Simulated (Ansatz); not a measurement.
# Decaying states in the gap of BaCa2P2, part 2 of 4

Wanted: the relaxed cell of BaCa2P2, its band edges and its decay constants. It is built by putting Ca for Mg in the BaMg2P2 structure of space group P-3m1, with the volume rescaled by atomic radii. The parent structure comes from the Materials Project.

Ansatz 0.2.0; r2SCAN DFT, plane waves, PAW files (the session's first sound run).

So far. Step 2 (Cell and atoms at rest): The largest force component on a free atom ends at 4.7e-4 eV/Å.

The structure was built from a prototype and need not be the compound's stable phase.

**3. The bulk crystal and its band edges**

The energy window and the wavevectors of the next steps follow from the band edges, so these are searched first, off the mesh as well.

The input, input.yaml:

```yaml
crystal:
  lattice:
    - [4.766730698, 0.0, 0.0]
    - [-2.383365349, 4.1281098775, 0.0]
    - [0.0, 0.0, 7.8540459059]
  atoms:
    - { symbol: Ba, position: [0.0, 0.0, 0.0] }
    - { symbol: Ca, position: [0.6666666667, 0.3333333333, 0.3625007759] }
    - { symbol: Ca, position: [0.3333333333, 0.6666666667, 0.6374992241] }
    - { symbol: P, position: [0.6666666667, 0.3333333333, 0.7408623109] }
    - { symbol: P, position: [0.3333333333, 0.6666666667, 0.2591376891] }
kpoints:
  mp_grid: { grid: [6, 6, 4] }
  band_path: { path: [VBM, CBM], npoints: 30 }
scf:
  occupations: { method: fixed }
hamiltonian:
  xc: r2scan
output:
  eigenvalues: true
  write_potential: true
  write_density: true
  volumetric_format: npy
  elf: true
```

On the command line:

```sh
ansatz run input.yaml --threads 2 --pin off --max-ram 4096MiB --backend cpu --events-out ev --progress --plain --runs-dir out
```

Numbers of over 12 decimals in the logs are rounded to 6 here.

Log:

```text
[...]
Crystal: 5 atoms, lattice volume = 154.549 Å³
Basis set: ecut = 500 eV, 3935 PW (Γ), exchange–correlation on 144×144×240 points (64 copies of the dense FFT grid, shifted against one another)
Bands: 25, of which v1, the nominal top of the filled ones, is band 20 counted from 1 (19 counted from 0)
Symmetry: 12 space group operations
[...]
k-points: 24 of 144
[...]
SCF iter   1: F=—  HF=-11132.791897 eV  |F-HF|=—  |Δ(HF+E_count)|=         —  Δρ=4.63e-3  dr2=4.77e-2  dr2_τ=1.62e-2  ethr=1.77e-3  ⟨swp⟩=5.9  Hψ=2670  notcnv=0  defer=59
[...]
SCF iter   6: F=-11132.920858 eV  HF=-11132.920858 eV  |F-HF|=1.98e-8  |Δ(HF+E_count)|=   6.96e-7  Δρ=6.61e-6  dr2=9.16e-8  dr2_τ=5.39e-9  ethr=2.50e-10  ⟨swp⟩=12.5  Hψ=4009  notcnv=0
SCF 1 converged in 6 iterations: F = -11132.920858 eV  dr2 = 9.16e-8
[...]
NSCF: frozen V_eff on 34 k-points
[...]
SCF converged after 6 iterations
Free energy (F): -11132.920858 eV
[...]
Internal energy: -11132.920858 eV  (E = F + TS)
E sigma→0 (E₀):  -11132.920858 eV
Fermi energy:    5.372960 eV
[...]
--- Band table (eV; the first three rows and the last of 24) ---
  k-point 0: bands = [... 16 lower, 4.8914, 5.1474, 5.1474, 5.3730, 8.2660, 8.3974, 8.3974, 8.9672, ... 1 higher]
  k-point 1: bands = [... 16 lower, 4.8134, 5.0036, 5.2386, 5.2386, 8.5527, 8.5527, 8.8497, 8.9818, ... 1 higher]
  k-point 2: bands = [... 16 lower, 4.7600, 4.7600, 5.3054, 5.3054, 8.8270, 8.8270, 9.0441, 9.3426, ... 1 higher]
  k-point 23: bands = [... 16 lower, 4.4542, 4.8387, 5.0379, 5.0379, 8.0380, 8.5596, 8.5596, 9.3448, ... 1 higher]
```

Elapsed: 22 s, on 2 threads of Arm Neoverse V1, shared host; peak memory 0.69 GiB.

Reading the cycles: dr2 is the Hartree energy of the density residual (eV), the measure of convergence; HF is the Harris–Foulkes estimate of the energy, which meets the free energy F at convergence.

This step gave:

```
Fermi energy        : 5.373 eV
gap on the k-mesh   : 1.813 eV
gap on path         : 1.813 eV, by band count; negative where bands overlap
direct gap on path  : 1.822 eV
edge places on path : 0, 0.7610 1/A along the path
```

The electronic bands at the labelled points (eV, zero at the Fermi level (highest filled level under fixed occupations); v1 is the highest filled band, c1 the lowest empty one):

```
  point     v4     v3     v2     v1    c1    c2    c3    c4
    VBM  -0.48  -0.23  -0.23   0.00  2.89  3.02  3.02  3.59
halfway  -0.65  -0.41  -0.20  -0.14  2.43  3.37  3.39  4.13
    CBM  -0.61  -0.40  -0.23  -0.01  1.81  3.51  3.79  4.04
```

Electrostatic potential energy in the ac plane at fractional y = 0.333, with atoms of Ca and P within 0.2 Å of it. With pseudopotentials it is smooth inside the atoms' cores, unlike the true potential.

Ten even steps from '0' (-54 eV) to '9' (10 eV), each cell a mean:
```
99889999999999
99999999999999
99999999999999
99999998756899
99999996201589
99999995000389
99999995100489
99999998534799
99999999888999
99999999999999
99999999999999
99999998878899
99999987534689
99999985100479
99999984000379
99999985201589
99999997645789
99999998888899
99999999999999
99999999999999
99999999999999
99999999999999
98889999999999
```
Columns run along a (4.8 Å; values clipped at the 3rd and 97th percentile), rows up along c (7.9 Å). Atoms in or near the plane, at fractional coordinates: Ca at (0.67, 0.36), P at (0.67, 0.74).

Valence density in the ac plane at fractional y = 0.333, with atoms of Ca and P within 0.2 Å of it. It is the smooth field of the valence electrons, not physical close to the nuclei.

Ten steps, logarithmic in the rise over the least value, from '0' (0.0 e/Å³) to '9' (6.5 e/Å³), each cell a mean:
```
12221101111100
11111111222211
11111123333321
10001234454432
10001235444542
11001245413543
11001245434543
11011234555432
10001123444322
00000112333221
00000011222210
00000012343210
00000014677521
11111126899741
11211137999741
22222126898631
22222124676421
22222111233211
12221110000001
11211100000001
11211000000000
12221000000000
12221000000000
```
Columns run along a (4.8 Å), rows up along c (7.9 Å). Atoms in or near the plane, at fractional coordinates: Ca at (0.67, 0.36), P at (0.67, 0.74).

ELF in the ac plane at fractional y = 0.333, with atoms of Ca and P within 0.2 Å of it. It is the smooth field of the valence electrons, not physical close to the nuclei.

Values, 23 rows by 14 columns, each cell a mean:
```
0.10 0.25 0.35 0.29 0.13 0.05 0.08 0.30 0.51 0.58 0.54 0.35 0.13 0.05
0.07 0.12 0.18 0.14 0.07 0.10 0.29 0.61 0.73 0.77 0.75 0.64 0.39 0.13
0.10 0.06 0.06 0.05 0.09 0.28 0.60 0.79 0.83 0.84 0.83 0.80 0.67 0.37
0.30 0.08 0.04 0.06 0.24 0.57 0.79 0.85 0.83 0.79 0.82 0.85 0.81 0.66
0.52 0.16 0.05 0.10 0.44 0.73 0.84 0.82 0.49 0.19 0.38 0.78 0.85 0.78
0.53 0.15 0.04 0.09 0.44 0.75 0.84 0.75 0.20 0.01 0.08 0.66 0.84 0.80
0.41 0.09 0.03 0.05 0.32 0.70 0.83 0.78 0.33 0.07 0.20 0.72 0.84 0.77
0.26 0.05 0.03 0.04 0.19 0.59 0.81 0.83 0.74 0.60 0.70 0.82 0.82 0.70
0.15 0.03 0.02 0.03 0.11 0.47 0.75 0.82 0.83 0.83 0.83 0.83 0.78 0.58
0.10 0.03 0.02 0.02 0.07 0.32 0.60 0.69 0.70 0.69 0.70 0.69 0.64 0.42
0.06 0.03 0.03 0.03 0.05 0.14 0.25 0.25 0.23 0.22 0.22 0.25 0.26 0.18
0.07 0.11 0.13 0.12 0.08 0.05 0.04 0.09 0.25 0.35 0.29 0.12 0.04 0.05
0.17 0.36 0.44 0.40 0.21 0.05 0.08 0.49 0.76 0.81 0.79 0.57 0.16 0.04
0.28 0.57 0.64 0.61 0.36 0.08 0.20 0.77 0.85 0.82 0.85 0.80 0.37 0.05
0.41 0.68 0.72 0.70 0.49 0.13 0.24 0.80 0.84 0.77 0.82 0.82 0.41 0.07
0.55 0.73 0.76 0.75 0.61 0.21 0.14 0.69 0.85 0.85 0.85 0.74 0.27 0.12
0.65 0.76 0.77 0.77 0.69 0.36 0.08 0.34 0.71 0.82 0.76 0.43 0.11 0.23
0.67 0.72 0.73 0.72 0.68 0.48 0.14 0.07 0.24 0.38 0.30 0.09 0.09 0.38
0.52 0.54 0.54 0.54 0.53 0.45 0.22 0.05 0.03 0.03 0.03 0.04 0.16 0.40
0.21 0.21 0.20 0.20 0.21 0.20 0.16 0.07 0.03 0.02 0.02 0.06 0.13 0.20
0.08 0.10 0.11 0.10 0.08 0.07 0.06 0.04 0.04 0.03 0.03 0.04 0.05 0.06
0.08 0.15 0.20 0.17 0.09 0.04 0.03 0.04 0.06 0.07 0.06 0.04 0.03 0.04
0.12 0.27 0.35 0.30 0.14 0.05 0.03 0.08 0.17 0.24 0.20 0.09 0.04 0.04
```
Columns run along a (4.8 Å), rows up along c (7.9 Å). Atoms in or near the plane, at fractional coordinates: Ca at (0.67, 0.36), P at (0.67, 0.74).

The searched edges give 1.81 eV, as on the mesh.

**4. Complex bands, plane (100), k-mesh 6×4×6**

This step: r2SCAN DFT, plane waves, PAW files; complex bands by layer matching along the plane's normal (Ansatz 0.2.0).

The same crystal is laid in a cell whose first two vectors span the (100) plane (indices of the standard conventional cell, whose axes can be ordered otherwise than in the bulk input). At fixed energy and wavevector in the plane the solver finds all kz, real and complex. A few wavevectors are listed, (0, 0) and (-0.5, 0) in units of the plane's reciprocal vectors; the slowest state needn't be among them.

The input, input.yaml:

```yaml
crystal:
  lattice:
    - [4.766730698, 0.0, 0.0]
    - [0.0, 7.854045906, 0.0]
    - [2.383365349, 0.0, 4.128109877]
  atoms:
    - { symbol: Ba, position: [0.0, 0.0, 0.0] }
    - { symbol: Ca, position: [0.6666666667, 0.3625007759, 0.6666666667] }
    - { symbol: Ca, position: [0.3333333333, 0.6374992241, 0.3333333333] }
    - { symbol: P, position: [0.6666666667, 0.7408623109, 0.6666666667] }
    - { symbol: P, position: [0.3333333333, 0.2591376891, 0.3333333333] }
kpoints:
  mp_grid: { grid: [6, 4, 6] }
scf:
  occupations: { method: fixed }
hamiltonian:
  xc: r2scan
output:
  eigenvalues: true
  transmission:
    leads: [[0, 0]]
    kpoints: [[0.0, 0.0], [-0.5, 0.0]]
    e_range: [-1.0, 2.81]
    de: 0.1
```

Log:

```text
[...]
Crystal: 5 atoms, lattice volume = 154.549 Å³
Basis set: ecut = 500 eV, 3935 PW (Γ), exchange–correlation on 144×240×144 points (64 copies of the dense FFT grid, shifted against one another)
Bands: 25, of which v1, the nominal top of the filled ones, is band 20 counted from 1 (19 counted from 0)
Symmetry: 12 space group operations
[...]
k-points: 24 of 144
[...]
SCF iter   1: F=—  HF=-11132.791803 eV  |F-HF|=—  |Δ(HF+E_count)|=         —  Δρ=4.63e-3  dr2=4.77e-2  dr2_τ=1.62e-2  ethr=1.77e-3  ⟨swp⟩=5.9  Hψ=2652  notcnv=0  defer=59
[...]
SCF iter   6: F=-11132.920858 eV  HF=-11132.920858 eV  |F-HF|=1.36e-8  |Δ(HF+E_count)|=   9.98e-7  Δρ=6.92e-6  dr2=9.44e-8  dr2_τ=6.08e-9  ethr=2.50e-10  ⟨swp⟩=12.8  Hψ=4008  notcnv=0
SCF 1 converged in 6 iterations: F = -11132.920858 eV  dr2 = 9.44e-8
[...]
transmission: 6 of 12 steps passed
transmission: 12 of 12 steps passed
SCF converged after 6 iterations
Free energy (F): -11132.920858 eV
[...]
Internal energy: -11132.920858 eV  (E = F + TS)
E sigma→0 (E₀):  -11132.920858 eV
Fermi energy:    5.372973 eV
[...]
--- Band table (eV; the first three rows and the last of 24) ---
  k-point 0: bands = [... 16 lower, 4.8914, 5.1474, 5.1474, 5.3730, 8.2660, 8.3974, 8.3974, 8.9672, ... 1 higher]
  k-point 1: bands = [... 16 lower, 4.7619, 4.9333, 5.1800, 5.2966, 8.1260, 8.5707, 8.6594, 9.1499, ... 1 higher]
  k-point 2: bands = [... 16 lower, 4.8015, 4.9683, 5.0533, 5.2920, 7.4915, 8.8947, 8.9590, 9.2487, ... 1 higher]
  k-point 23: bands = [... 16 lower, 4.4543, 4.8388, 5.0379, 5.0379, 8.0380, 8.5596, 8.5596, 9.3448, ... 1 higher]
--- Transmission ---
  basis      : 389 plane waves across, 6 finite elements along
  points     : 2, as listed
  energies   : 39 from -1.000000 to 2.800000 eV about the Fermi level, 0.100000 eV apart; the leads are filled to 0.906574 eV, and channels, transmission and decay are at 0.900000 eV
  crystal 0  : Ca2P2Ba1, at the sites [0, 0], period 4.1281 Å: whole cells are its period
    offset         : up to 0.0000 Å between an atom of the period and one for which it stands
    channels       : 0.000000e0 a spin
    conductance    : none, the energies end too early or step too widely for 300 K: set another output.transmission.e_range or a lower de, or, where they end at an eighth of basis.ecutwfc, a higher one
    slowest decay  : 0.2365 /Å at (-0.5000, 0.0000)
```

It took 1.7 min on 2 threads; peak memory 1.7 GiB.

This step gave:

```
level to which the leads are filled                       : 0.9066 eV from the Fermi level
decay constant at the filling level, zone centre          : 0.2430 Å⁻¹
decay constant at the filling level, slowest listed point : 0.2365 Å⁻¹
```

K parallel (0, 0); values up to 1.5 1/Å, a degenerate pair printed once or twice; energies at which all values exceed this have no row. Table of Im kz of the slowest decaying states by energy, zero at the highest filled level on the SCF mesh:

```
energy (eV)  decay 1 (Å⁻¹)  decay 2 (Å⁻¹)  decay 3 (Å⁻¹)  decay 4 (Å⁻¹)
      -1.00          0.152          0.208          0.540          0.640
      -0.70         0.0972          0.141          0.398          0.597
      -0.50         0.0674          0.141          0.532          0.570
      -0.20         0.0514         0.0812          0.219          0.535
       0.00        0.00724         0.0815          0.144          0.167
       0.10          0.167          0.231          0.232          0.270
       0.40          0.212          0.294          0.342          0.460
       0.60          0.229          0.320          0.380          0.440
       0.90          0.243          0.343          0.399          0.416
       1.20          0.247          0.318          0.383          0.436
       1.40          0.245          0.269          0.387          0.443
       1.70          0.146          0.235          0.392          0.445
       2.00          0.216          0.391          0.440          0.521
       2.30          0.187          0.382          0.428          0.476
       2.50          0.159          0.369           0.41          0.417
       2.80         0.0828          0.274          0.334          0.362
```

K parallel (0, 0). Re kz of states that move upwards against energy, zero at the highest filled level on the SCF mesh:

```
energy (eV)  channel 1 (Å⁻¹)  channel 2 (Å⁻¹)  channel 3 (Å⁻¹)  channel 4 (Å⁻¹)
      -1.00           -0.375                -                -                -
      -0.80           -0.293                -                -                -
      -0.60           -0.695           -0.242           -0.204            0.472
      -0.40           -0.143                -                -                -
      -0.20           -0.385            0.228                -                -
       0.00                -                -                -                -
       0.10                -                -                -                -
       0.30                -                -                -                -
       0.50                -                -                -                -
       0.70                -                -                -                -
       0.90                -                -                -                -
       1.10                -                -                -                -
       1.30                -                -                -                -
       1.50                -                -                -                -
       1.70                -                -                -                -
       1.80                -                -                -                -
       2.00           -0.566                -                -                -
       2.20           -0.472                -                -                -
       2.40           -0.393                -                -                -
       2.60           -0.317                -                -                -
       2.80           -0.231                -                -                -
```

K parallel (-0.5, 0); values up to 1.5 1/Å, a degenerate pair printed once or twice; energies at which all values exceed this have no row. Im kz of the slowest decaying states against energy, zero at the highest filled level on the SCF mesh:

```
energy (eV)  decay 1 (Å⁻¹)  decay 2 (Å⁻¹)  decay 3 (Å⁻¹)  decay 4 (Å⁻¹)
      -1.00          0.117          0.605          0.719           1.02
      -0.80          0.175          0.538          0.671          0.984
      -0.70          0.158          0.485          0.646          0.963
      -0.50          0.174          0.230          0.606          0.916
      -0.40          0.274          0.608          0.888           1.19
      -0.20          0.226          0.685          0.806           1.17
      -0.10          0.193          0.366          0.747           1.16
       0.00         0.0356          0.258          0.426          0.747
       0.10          0.119          0.301          0.462          0.746
       0.20          0.156          0.334          0.485          0.744
       0.40          0.200          0.383          0.512          0.737
       0.50          0.214          0.402          0.520          0.733
       0.70          0.231          0.432          0.530          0.723
       0.80          0.235          0.444          0.532          0.717
       1.00          0.235          0.464          0.533          0.705
       1.10          0.231          0.472          0.533          0.698
       1.30          0.213          0.484          0.532          0.683
       1.40          0.198          0.489          0.531          0.676
       1.60          0.152          0.497          0.529          0.659
       1.70          0.114          0.500          0.529          0.650
       1.90          0.503          0.532          0.631          0.878
       2.00          0.503          0.536          0.620          0.856
       2.20          0.502          0.555          0.593          0.805
       2.30          0.501          0.575          0.577          0.774
       2.50         0.0444          0.496          0.530          0.672
       2.60         0.0686          0.492          0.508          0.668
       2.80         0.0717          0.465          0.482          0.654
```

At the listed wavevectors the last open channel is at -0.10 eV and the next at +1.90 eV on the grid. At +0.90 eV, the grid energy nearest the filling level (the middle of the gap on the SCF mesh), the slowest state at the listed wavevectors decays with κ = 0.236 Å⁻¹, its amplitude falling by e over 4.2 Å. Through 1 nm of this crystal that state's transmission falls by exp(−2 × 0.236 Å⁻¹ × 10 Å) = 0.0088.

[end of part 2 of 4]

[Logs are printed without paths, hosts, clocks, repeated set-up lines and the standing remarks that a program may print on its own settings, such as how far it seeks lower states.]

[Hosts, paths, dates, database ids (printed as entryN), source tags and the programs' standing remarks are cut or masked in the printed files.]
